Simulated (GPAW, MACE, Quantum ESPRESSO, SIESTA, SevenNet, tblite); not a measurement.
## Quantum ESPRESSO on twisted 2H-WS2 double bilayer, 38.21° (84 atoms): settings compared

How far do other settings of Quantum ESPRESSO move the forces in twisted 2H-WS2 double bilayer, 38.21° (84 atoms)? One run of the same program serves as the yardstick.

Program: Quantum ESPRESSO 7.5. Level of theory: the method is named at each step. Results are calculated unless marked as measured.

### Step 1. The structure

The cell holds 84 atoms: 28 W and 56 S. Its edges and angles: a = 8.347 Å, b = 8.347 Å, c = 38.210 Å, α = 90.0°, β = 90.0°, γ = 120.0°. It derives from WS2 (2H-WS2). 2H-WS2 (a = 3.155 Å) under 2H-WS2 (a = 3.155 Å), double bilayer, commensurate cell of 7 unit cells a layer, twist 38.21 deg; facing planes 3.15, 3.36, 3.14 Å apart; 16 Å of vacuum; layers as built, displaced by a Gaussian of 0.01 Å. Then every atom was moved at random, 0.02 Å r.m.s. a Cartesian component. Regions: layer 1, 21 atoms (7 W and 14 S); layer 2, 21 atoms (7 W and 14 S); layer 3, 21 atoms (7 W and 14 S); layer 4, 21 atoms (7 W and 14 S). Vacuum lies along c.

The yardstick, on the same geometry:

```
method                                           : Kohn-Sham DFT, PBE, SSSP efficiency 1.3.0 pseudopotentials, plane waves (Quantum ESPRESSO 7.5); sssp-pbe-1.3.0-efficiency, cutoffs 45/360 Ry, Γ point
r.m.s. force component                           : 0.5514 eV/Å
longest force                                    : 2.058 eV/Å
gap (highest filled to lowest empty level) : 1.484 eV
time                                             : 15 min on 4 MPI ranks of Arm Neoverse V2, shared host
CPU time                                         : 58 min
```

### Step 2. PBE, sssp-1.3.0-efficiency, 25/200 Ry

Method: Kohn-Sham DFT, PBE, SSSP efficiency 1.3.0 pseudopotentials, plane waves.

The input, pw.in:

```
&control
  calculation = 'scf'
  pseudo_dir = './pseudo'
  outdir = './tmp'
  disk_io = 'none'
  tprnfor = .true.
/
&system
  ibrav = 0
  nat = 84
  ntyp = 2
  ecutwfc = 25
  ecutrho = 200
  nosym = .true.
  occupations = 'smearing'
  smearing = 'fd'
  degauss = 0.003675
/
&electrons
  conv_thr = 4.2e-07
  electron_maxstep = 100
  mixing_beta = 0.4
  mixing_mode = 'local-TF'
  diagonalization = 'david'
/
ATOMIC_SPECIES
W 183.840 W.upf
S 32.060 S.upf
CELL_PARAMETERS angstrom
8.34730 0.00000 0.00000
-4.17365 7.22897 0.00000
0.00000 0.00000 38.21000
ATOMIC_POSITIONS crystal
W 0.18757 0.24063 0.25130
S 0.23564 0.05130 0.29243
S 0.23475 0.04221 0.20894
W 0.33089 0.66199 0.25094
S 0.38166 0.47743 0.29063
S 0.38258 0.47326 0.20898
W 0.48004 0.10024 0.25021
S 0.52962 0.90959 0.29184
S 0.52443 0.90997 0.20993
W 0.61911 0.52285 0.25082
S 0.66861 0.33294 0.29137
S 0.67399 0.33715 0.21058
W 0.76296 0.95455 0.25082
S 0.80180 0.75268 0.29157
S 0.80479 0.75631 0.20935
W 0.90364 0.37852 0.25058
S 0.95366 0.18576 0.29132
S 0.95666 0.19366 0.20907
W 0.04337 0.80484 0.24998
S 0.09708 0.61483 0.29225
S 0.09517 0.62045 0.20930
W 0.38169 0.48073 0.41605
S 0.42479 0.28320 0.45720
S 0.42823 0.28472 0.37421
W 0.52085 0.89712 0.41505
S 0.57232 0.71870 0.45586
S 0.57867 0.72411 0.37303
W 0.66458 0.33046 0.41502
S 0.71294 0.13340 0.45664
S 0.71261 0.14441 0.37296
W 0.80521 0.75976 0.41497
S 0.85443 0.56912 0.45550
S 0.85893 0.57468 0.37300
W 0.95206 0.19243 0.41431
S 0.00061 0.00713 0.45608
S 0.99741 0.99478 0.37407
W 0.09715 0.61776 0.41549
S 0.13986 0.42851 0.45655
S 0.14555 0.42158 0.37280
W 0.23625 0.04683 0.41579
S 0.28423 0.85765 0.45620
S 0.28741 0.85538 0.37434
W 0.61454 0.09493 0.58534
S 0.66779 0.33547 0.62595
S 0.66839 0.33571 0.54406
W 0.47774 0.38055 0.58524
S 0.52581 0.61933 0.62527
S 0.52748 0.62600 0.54336
W 0.19234 0.95192 0.58528
S 0.23987 0.18713 0.62663
S 0.24103 0.19047 0.54248
W 0.32895 0.66618 0.58565
S 0.37967 0.90449 0.62565
S 0.38497 0.90199 0.54410
W 0.05092 0.23846 0.58503
S 0.09955 0.47727 0.62583
[... 24 atom lines left out ...]
S 0.57451 0.85579 0.70861
W 0.66601 0.33675 0.74877
S 0.71724 0.57150 0.79064
S 0.71418 0.57327 0.70759
K_POINTS gamma
```

Started as:

```
$ OMP_NUM_THREADS=1 mpirun -np 4 pw.x -in pw.in > output.txt
```

Log:

```text
Program PWSCF
     gamma-point specific algorithms are used
     one sub-group per band group will be used
     scalapack distributed-memory algorithm (size of sub-group:  2*  2 procs)
     Parallelization info
     sticks:   dense  smooth     PW     G-vecs:    dense   smooth      PW
     Min         856     430    107               185816    65694    8233
     Max         858     432    110               185870    65712    8240
     Sum        3427    1723    433               743359   262807   32947
     bravais-lattice index     =            0
     lattice parameter (alat)  =      15.7741  a.u.
     unit-cell volume          =   15559.5160 (a.u.)^3
     number of atoms/cell      =           84
     number of atomic types    =            2
     number of electrons       =       728.00
     number of Kohn-Sham states=          437
     kinetic-energy cutoff     =      25.0000  Ry
     charge density cutoff     =     200.0000  Ry
     scf convergence threshold =      4.2E-07
     mixing beta               =       0.4000
     number of iterations used =            8  local-TF  mixing
     Exchange-correlation=  SLA  PW   PBX  PBC
                           (   1   4   3   4   0   0   0)
     crystal axes: (cart. coord. in units of alat)
               a(1) = (   1.000000   0.000000   0.000000 )
               a(2) = (  -0.500000   0.866025   0.000000 )
               a(3) = (   0.000000   0.000000   4.577528 )
     reciprocal axes: (cart. coord. in units 2 pi/alat)
               b(1) = (  1.000000  0.577351 -0.000000 )
               b(2) = (  0.000000  1.154701  0.000000 )
               b(3) = (  0.000000 -0.000000  0.218459 )
     PseudoPot. # 1 for W :
     Pseudo is Ultrasoft + core correction, Zval = 14.0
     PseudoPot. # 2 for S :
     Pseudo is Ultrasoft + core correction, Zval =  6.0
     atomic species   valence    mass     pseudopotential
     W                14.00   183.84000     W ( 1.00)
     S                 6.00    32.06000     S ( 1.00)
     No symmetry found
   Cartesian axes
     number of k points=     1  Fermi-Dirac smearing, width (Ry)=  0.0037
                       cart. coord. in units 2pi/alat
        k(    1) = (   0.0000000   0.0000000   0.0000000), wk =   2.0000000
     Dense  grid:   371680 G-vectors     FFT dimensions: (  72,  72, 360)
     Smooth grid:   131404 G-vectors     FFT dimensions: (  54,  54, 240)
     Initial potential from superposition of free atoms
     starting charge     725.1884, renormalised to     728.0000
     negative rho (up, down):  1.777E+00 0.000E+00
     Starting wfcs are  588 randomized atomic wfcs
     Self-consistent Calculation
     iteration #  1     ecut=    25.00 Ry     beta= 0.40
     Threshold (ethr) on eigenvalues was too large:
     Diagonalizing with lowered threshold
     negative rho (up, down):  1.734E+00 0.000E+00
     total energy              =   -5810.40328856 Ry
     estimated scf accuracy    <       2.78300635 Ry
     iteration #  2     ecut=    25.00 Ry     beta= 0.40
     negative rho (up, down):  1.694E+00 0.000E+00
     total energy              =   -5809.86132193 Ry
     estimated scf accuracy    <       1.37942018 Ry
     iteration #  3     ecut=    25.00 Ry     beta= 0.40
     negative rho (up, down):  1.757E+00 0.000E+00
     total energy              =   -5810.07131461 Ry
     estimated scf accuracy    <       0.25126003 Ry
     iteration #  4     ecut=    25.00 Ry     beta= 0.40
     negative rho (up, down):  1.757E+00 0.000E+00
     total energy              =   -5810.06083025 Ry
     estimated scf accuracy    <       0.11709739 Ry
     iteration #  5     ecut=    25.00 Ry     beta= 0.40
     negative rho (up, down):  1.735E+00 0.000E+00
     total energy              =   -5810.07454564 Ry
     estimated scf accuracy    <       0.01676282 Ry
     iteration #  6     ecut=    25.00 Ry     beta= 0.40
     c_bands:  1 eigenvalues not converged
[...]
total energy              =   -5810.07290402 Ry
     estimated scf accuracy    <       0.02107922 Ry
[...]
total energy              =   -5810.07522162 Ry
[...]
iteration # 30     ecut=    25.00 Ry     beta= 0.40
[...]
total energy              =   -5810.07522148 Ry
     estimated scf accuracy    <       0.00000063 Ry
     iteration # 31     ecut=    25.00 Ry     beta= 0.40
     negative rho (up, down):  1.743E+00 0.000E+00
     total energy              =   -5810.07522135 Ry
     estimated scf accuracy    <       0.00000042 Ry
     iteration # 32     ecut=    25.00 Ry     beta= 0.40
     negative rho (up, down):  1.742E+00 0.000E+00
     End of self-consistent calculation
          k = 0.0000 0.0000 0.0000 ( 16474 PWs)   bands (ev):
   -68.9055 -68.8883 -68.8751 -68.8680 -68.8678 -68.8564 -68.8542 -68.8506
   -68.8490 -68.8419 -68.8417 -68.8413 -68.8391 -68.8356 -68.8331 -68.8306
   -68.8226 -68.8196 -68.8173 -68.8116 -68.8066 -68.8055 -68.8035 -68.7948
   -68.7935 -68.7787 -68.7767 -68.7515 -33.2717 -33.2697 -33.2629 -33.2559
   -33.2493 -33.2469 -33.2467 -33.2341 -33.2328 -33.2284 -33.2266 -33.2195
   -33.2191 -33.2152 -33.2116 -33.2092 -33.2088 -33.2080 -33.2071 -33.2049
[...]
8.2887   8.2966   8.2998   8.3117   8.3136   8.3158   8.3161   8.3294
     8.3404   8.3439   8.3527   8.3602   8.3660   8.3747   8.3768   8.3889
     8.4061   8.4096   8.4237   8.4252   8.5083   8.5426   8.5436   8.5627
     8.5871   8.6214   8.6423   8.6824   8.7026
     the Fermi energy is     6.3621 ev
!    total energy              =   -5810.07522136 Ry
     estimated scf accuracy    <       0.00000017 Ry
     smearing contrib. (-TS)   =      -0.00000013 Ry
     internal energy E=F+TS    =   -5810.07522123 Ry
     The total energy is F=E-TS. E is the sum of the following terms:
     one-electron contribution =  -47038.39385233 Ry
     hartree contribution      =   23664.26409144 Ry
     xc contribution           =   -1630.74161979 Ry
     ewald contribution        =   19194.79615945 Ry
     convergence has been achieved in  32 iterations
     negative rho (up, down):  1.742E+00 0.000E+00
     Forces acting on atoms (cartesian axes, Ry/au):
     atom    1 type  1   force =     0.04757787   -0.02856998   -0.05854340
     atom    2 type  2   force =     0.01683010   -0.01999663   -0.02113369
     atom    3 type  2   force =    -0.00636859    0.02276776    0.01121335
     atom    4 type  1   force =     0.00664109    0.05302251   -0.03536212
     atom    5 type  2   force =     0.00292534   -0.00656540    0.04897786
     atom    6 type  2   force =    -0.01216219    0.00497696    0.00049614
[...]
atom   82 type  1   force =     0.00579521   -0.02024176    0.03303774
     atom   83 type  2   force =    -0.00550954    0.00257943    0.00768557
     atom   84 type  2   force =     0.00226809    0.00034609   -0.00591209
     Total force =     0.343720     Total SCF correction =     0.001394
     Message from routine punch:
     Nothing written, as per user request (disk_io='none')
```

The job ended after 6.4 min (4 MPI ranks of Arm Neoverse V2, shared host; peak memory 3.6 GiB; 26 min of CPU time).

Banners, paths, timers and routine set-up lines are dropped from the logs unmarked, and long logs keep their key lines alone; longer cuts are marked.

Against the reference:

* r.m.s. force component: 0.5567 eV/Å
* r.m.s. difference of force components: 10.14 meV/Å
* longest difference of force vectors: 26.05 meV/Å
* force difference over r.m.s. force: 1.839 %
* slope of forces against the reference's: 1.009
* correlation of force components: 0.9999
* gap (highest filled to lowest empty level): 1.485 eV
* gap difference: 0.0012 eV
* energy less the same-level run's: 83.36 meV/atom
* r.m.s. force difference from the same-level run: 10.14 meV/Å

This is a coarse setting, run to see what it loses.

Length of the force difference by element (eV/Å):

| element | atoms | mean | most |
| --- | --- | --- | --- |
| S | 56 | 0.020 | 0.026 |
| W | 28 | 0.0093 | 0.018 |

Levels nearest the highest filled one (eV from it): -1.23, -1.23, -1.22, -1.20, -1.19, -1.18, -1.17, -1.14, -0.90, -0.56, -0.17, 0.00, 1.48, 1.52, 1.54, 1.56, 1.59, 1.61, 1.69, 1.70, 1.72, 1.74, 1.78, 1.79.

The surroundings of W1, which bears the longest force, nearest first, numbered as they follow in the input and with coordinates relative to it.

| atom | x | y | z | distance (Å) | bonds | Fx | Fy | Fz (eV/Å) |
| --- | --- | --- | --- | --- | --- | --- | --- | --- |
| W1 | 0.00 | 0.00 | 0.00 | 0.00 | 6 | 1.22 | -0.73 | -1.51 |
| S17 | -1.72 | -0.40 | 1.53 | 2.34 | 3 | -0.67 | 0.38 | 0.94 |
| S5 | 0.63 | 1.71 | 1.50 | 2.36 | 3 | 0.08 | -0.17 | 1.26 |
| S18 | -1.73 | -0.34 | -1.61 | 2.39 | 3 | -0.29 | -0.31 | -0.21 |
| S2 | 1.19 | -1.37 | 1.57 | 2.40 | 3 | 0.43 | -0.51 | -0.54 |
| S6 | 0.66 | 1.68 | -1.62 | 2.42 | 3 | -0.31 | 0.13 | 0.01 |
| S3 | 1.22 | -1.43 | -1.62 | 2.48 | 3 | -0.16 | 0.59 | 0.29 |
| W4 | -0.56 | 3.05 | -0.01 | 3.10 | 6 | 0.17 | 1.36 | -0.91 |
| W16 | -2.95 | 1.00 | -0.03 | 3.11 | 6 | 0.97 | 0.46 | 0.30 |
| W13 | -2.35 | -2.07 | -0.02 | 3.13 | 6 | 0.41 | -0.69 | -0.84 |
| W10 | 2.42 | 2.04 | -0.02 | 3.17 | 6 | -0.18 | -0.46 | -0.68 |
| W7 | 3.03 | -1.01 | -0.04 | 3.19 | 6 | -0.84 | -0.70 | 0.66 |
| W19 | 0.62 | -3.15 | -0.05 | 3.21 | 6 | 0.23 | 0.43 | 1.18 |

Forces lie 1.8 % from the reference's, at 0.44 times its CPU time.

Within one program, basis, potentials and functional, energies share a zero. Each run against its twin at the usual cutoff or grid and solver:

| run | twin | Δ energy (meV/atom) | Δ force, r.m.s. (meV/Å) | CPU time over the twin's |
| --- | --- | --- | --- | --- |
| QE PBE, sssp-1.3.0-efficiency, 25/200 Ry | sssp-1.3.0-efficiency, 45/360 Ry | 83.4 | 10.1 | 0.44 |

### Step 3. Summary of results

```
force difference from the reference : QE PBE, sssp-1.3.0-efficiency, 25/200 Ry (coarse), 1.8 %
its CPU time                        : 26 min
```

What this shows: Runs with settings chosen to be coarse differ by 1.8 % (QE PBE, sssp-1.3.0-efficiency, 25/200 Ry). One electronic-structure run takes under half the reference's CPU time: QE PBE, sssp-1.3.0-efficiency, 25/200 Ry, at 1.8 % in 26 min against 58 min. PBE gaps agree with the reference's 1.48 eV within 0.002 eV. These are spacings on the run's k-points, which needn't hold the band edges. The reference's PBE has no dispersion term, which matters for the binding between molecules or layers. The electronic-structure runs sample only Γ, in a cell whose shortest periodic width is 7 Å. Spin–orbit coupling is left out, which matters for the levels of the heavy elements.

[Also dropped from logs without a mark: logging warnings of Python, and SIESTA's first energy breakdown and zero terms.]

[Logs are printed without paths, hosts, clocks, repeated set-up lines and the standing remarks that a program may print on its own settings, such as how far it seeks lower states.]

[Hosts, paths, dates, database ids (printed as entryN), source tags and the programs' standing remarks are cut or masked in the printed files.]
